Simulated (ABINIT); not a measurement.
## KNaMg2F6 (Fm-3m): changed settings of a GW run in ABINIT

A base run on KNaMg2F6 (Fm-3m), then changed inputs.

Main program and level: ABINIT 10.8.3; LDA and many-body steps on it, plane waves.

Most raw output is cut from this account.

**1. Starting point**

It takes space group Fm-3m (No. 225, cubic). The conventional cell has a = 8.015 Å, b = 8.015 Å, c = 8.015 Å, α = 90.00°, β = 90.00°, γ = 90.00°. Nearest to K lie 12 F at 2.83 Å. Nearest to Na lie 12 F at 2.83 Å. Mg has 6 F at 2.00 Å nearest. Nearest to F lie 2 Mg at 2.00 Å and 2 Na at 2.83 Å and 2 K at 2.83 Å. Farther neighbours and most contacts between anions are not listed.

The cell and positions are those that the Materials Project relaxed with its own functionals (PBE, PBE+U or r2SCAN), kept fixed.

**2. Screening, 2×2×2 mesh, 83 bands, screening to 87.1 eV**

This step: ABINIT 10.8.3; RPA screening on LDA, plane waves, norm-conserving pseudopotentials.

The RPA dielectric matrix is built and inverted for each q.

File run.abi:

```
acell 3*1.0 Angstrom
rprim 
  -0.000000000000 4.007551000000 4.007551000000
  4.007551000000 -0.000000000000 4.007551000000
  4.007551000000 4.007551000000 -0.000000000000
ntypat 4
znucl 19 11 12 9
natom 10
typat 1 2 3 3 4 4 4 4 4 4
xred 
  0.000000000000 0.000000000000 0.000000000000
  0.500000000000 0.500000000000 0.500000000000
  0.250000000000 0.250000000000 0.250000000000
  0.750000000000 0.750000000000 0.750000000000
  0.500000000000 0.500000000000 0.000000000000
  0.000000000000 0.000000000000 0.500000000000
  0.500000000000 0.000000000000 0.500000000000
  0.000000000000 0.500000000000 0.000000000000
  0.000000000000 0.500000000000 0.500000000000
  0.500000000000 0.000000000000 0.000000000000
pp_dirpath "pseudos"
pseudos "K.upf, Na.upf, Mg.upf, F.upf"
ecut 38
ngkpt 2 2 2
nshiftk 1
shiftk 0 0 0
kptopt 1
chksymbreak 0
istwfk *1
occopt 1
irdwfk 1
optdriver 3
nband 83
ecuteps 3.2
inclvkb 2
awtr 1
symchi 1
indata_prefix "in"
outdata_prefix "out"
tmpdata_prefix "tmp"
```

Started as:

```console
$ OMP_NUM_THREADS=1 mpirun -n 4 abinit run.abi > log
```

The job ended after 45 s (4 MPI ranks of Arm Neoverse N1, shared host; peak memory 1.5 GiB; 3 min of CPU time).

This step gave:

| Item | Value |
| --- | --- |
| ε∞ with local fields, on this mesh, along the program's q direction | 1.927 |
| the same without local fields | 2.010 |
| plasma frequency | 29.27 eV |
| plane waves in the screening matrix | 259 |

Local fields lower ε∞ by 4 %. On a Γ-centred mesh this coarse the value itself is usually too large, while a short band sum pulls it down.

**3. Base**

The self-energy is evaluated for the states that the input lists, and the levels follow from it, in one-shot runs by the linearised quasiparticle equation.

This step: G0W0 on LDA, plane waves, norm-conserving pseudopotentials.

run.abi, as its differences from that of step 2:

```diff
@@ -31,8 +31,15 @@
 irdwfk 1
-optdriver 3
+optdriver 4
 nband 83
+gwcalctyp 0
+ecutsigx 38
+symsigma 1
+nkptgw 1
+kptgw 
+  0.0000000000 0.0000000000 0.0000000000
+bdgw 
+  38 44
 ecuteps 3.2
-inclvkb 2
-awtr 1
-symchi 1
+irdscr 1
+ppmodel 1
 indata_prefix "in"
```

Run time: 11 s. Hardware: 4 MPI ranks; peak memory 1.2 GiB.

This step gave:

```
G0W0 gap on the points computed              : 10.69 eV
starting gap on the mesh                     : 6.001 eV
k of the valence top                         : 0, 0, 0
k of the conduction bottom                   : 0, 0, 0
Z at the valence top                         : 0.819
Z at the conduction bottom                   : 0.904
least direct G0W0 gap on the computed points : 10.69 eV
```

The gap on the mesh goes from 6.00 eV to 10.69 eV, a correction of +4.69 eV.

**4. Fewer bands in the self-energy**

run.abi, as its differences from that of step 3:

```diff
@@ -32,3 +32,3 @@
 optdriver 4
-nband 83
+nband 60
 gwcalctyp 0
```

The job ended after 10 s (4 MPI ranks; peak memory 1.3 GiB).

Numbers from this step:

```yaml
g0w0_gap_on_the_points_computed: 10.75 eV
starting_gap_on_the_mesh: 6.001 eV
k_of_the_valence_top: 0, 0, 0
k_of_the_conduction_bottom: 0, 0, 0
z_at_the_valence_top: 0.821
z_at_the_conduction_bottom: 0.908
least_direct_g0w0_gap_on_the_computed_points: 10.75 eV
```

**5. Smaller part of the screening matrix**

run.abi, as its differences from that of step 4:

```diff
@@ -32,3 +32,3 @@
 optdriver 4
-nband 60
+nband 83
 gwcalctyp 0
@@ -41,3 +41,3 @@
   38 44
-ecuteps 3.2
+ecuteps 1.6
 irdscr 1
```

Wall time 8.3 s (4 MPI ranks); peak memory 1.3 GiB.

Numbers from this step:

```
G0W0 gap on the points computed              : 11.94 eV
starting gap on the mesh                     : 6.001 eV
k of the valence top                         : 0, 0, 0
k of the conduction bottom                   : 0, 0, 0
Z at the valence top                         : 0.867
Z at the conduction bottom                   : 0.908
least direct G0W0 gap on the computed points : 11.94 eV
```

**6. Scissors in G**

run.abi, as its differences from that of step 5:

```diff
@@ -41,5 +41,6 @@
   38 44
-ecuteps 1.6
+ecuteps 3.2
 irdscr 1
 ppmodel 1
+mbpt_sciss 0.5 eV
 indata_prefix "in"
```

Elapsed: 11 s, on 4 MPI ranks; peak memory 1.1 GiB; 44 s of CPU time.

Numbers from this step:

* G0W0 gap on the points computed: 10.73 eV
* starting gap on the mesh: 6.001 eV
* k of the valence top: 0, 0, 0
* k of the conduction bottom: 0, 0, 0
* Z at the valence top: 0.82
* Z at the conduction bottom: 0.905
* least direct G0W0 gap on the computed points: 10.73 eV

**7. No symmetry in the self-energy**

run.abi, as its differences from that of step 6:

```diff
@@ -35,3 +35,3 @@
 ecutsigx 38
-symsigma 1
+symsigma 0
 nkptgw 1
@@ -44,3 +44,2 @@
 ppmodel 1
-mbpt_sciss 0.5 eV
 indata_prefix "in"
```

Run time: 19 s. Hardware: 4 MPI ranks; peak memory 1.3 GiB.

Numbers from this step:

```yaml
g0w0_gap_on_the_points_computed: 10.69 eV
starting_gap_on_the_mesh: 6.001 eV
k_of_the_valence_top: 0, 0, 0
k_of_the_conduction_bottom: 0, 0, 0
least_direct_g0w0_gap_on_the_computed_points: 10.69 eV
```

Against G0W0 in ABINIT (2×2×2 mesh, 83 bands, screening to 87.1 eV, Godby-Needs plasmon pole), the gap moves by +0.000 eV.

**8. A keyword of another program**

run.abi, as its differences from that of step 7:

```diff
@@ -35,3 +35,3 @@
 ecutsigx 38
-symsigma 0
+symsigma 1
 nkptgw 1
@@ -44,2 +44,3 @@
 ppmodel 1
+ENCUTGW 100
 indata_prefix "in"
```

Wall time 1 s (4 MPI ranks); peak memory 0.05 GiB.

The run stopped with an error after 1 s.

The program's words: Found token: `ENCUTGW` in the input file. This name is not one of the registered input variable names (see Action: check your input file. Perhaps you mistyped the input variable, or specified "img", although this was not permitted for this input variable.

The fault put into this input: a keyword of another program.

**9. Side by side**

Times are wall times on 4 MPI ranks of Arm Neoverse N1, shared host, good to a factor of about two. A run's time includes the screening step that it read.

```
                                 run   mesh  bands  screening cutoff (eV)  DFT gap (eV)  gap on the mesh (eV)  direct (eV)  ε∞ used  time
                                base  2×2×2     83                   87.1         6.001                10.688       10.688     1.93  56 s
      fewer bands in the self-energy  2×2×2     60                   87.1         6.001                10.747       10.747     1.93  55 s
smaller part of the screening matrix  2×2×2     83                   43.5         6.001                11.936       11.936     1.93  53 s
                       scissors in G  2×2×2     83                   87.1         6.001                10.728       10.728     1.93  56 s
      no symmetry in the self-energy  2×2×2     83                   87.1         6.001                10.688       10.688     1.93  64 s
```

**10. Outcome**

```
base                                 : 10.688 eV
fewer bands in the self-energy       : 10.747 eV
smaller part of the screening matrix : 11.936 eV
scissors in G                        : 10.728 eV
no symmetry in the self-energy       : 10.688 eV
known limits                         : not at the basis limit; coarse k mesh
```

In words: Fewer bands in the self-energy: +0.059 eV against base (keys changed: nband). Smaller part of the screening matrix: +1.248 eV against base (keys changed: ecuteps). Scissors in G: +0.040 eV against base (keys changed: mbpt_sciss). No symmetry in the self-energy: no change against base (keys changed: symsigma). Bands and cutoff are finite, so the gap is not at the basis limit. The miss can reach some tenths of an eV and take either sign; the mesh is an error of its own. In the G0W0 runs levels were corrected at 1 k point alone, so a gap called «on the mesh» is the least over those, and an edge elsewhere would be missed. The 2×2×2 mesh is coarse for this cell, which bears on the long-range parts of exchange and screening.

[Paths, hosts, dates, memory and timing lines, banners, echoed tables and standing remarks are left out of the program output.]

[Logs are printed without paths, hosts, clocks, repeated set-up lines and the standing remarks that a program may print on its own settings, such as how far it seeks lower states.]

[Runs of the session that timed out or met a known fault of the program may be left out.]

[Hosts, paths, dates, database ids (printed as entryN), source tags and the programs' standing remarks are cut or masked in the printed files.]

[G0W0 gaps are taken among the corrected bands and points alone; a level outside them can change the order at an edge.]

[Where Ansatz stands beside ABINIT at settings called matched, ABINIT's density can come from a denser mesh and the files from another edition; pairs whose starting gaps differed by over 0.03 eV were left out, so agreement reads better than it is.]
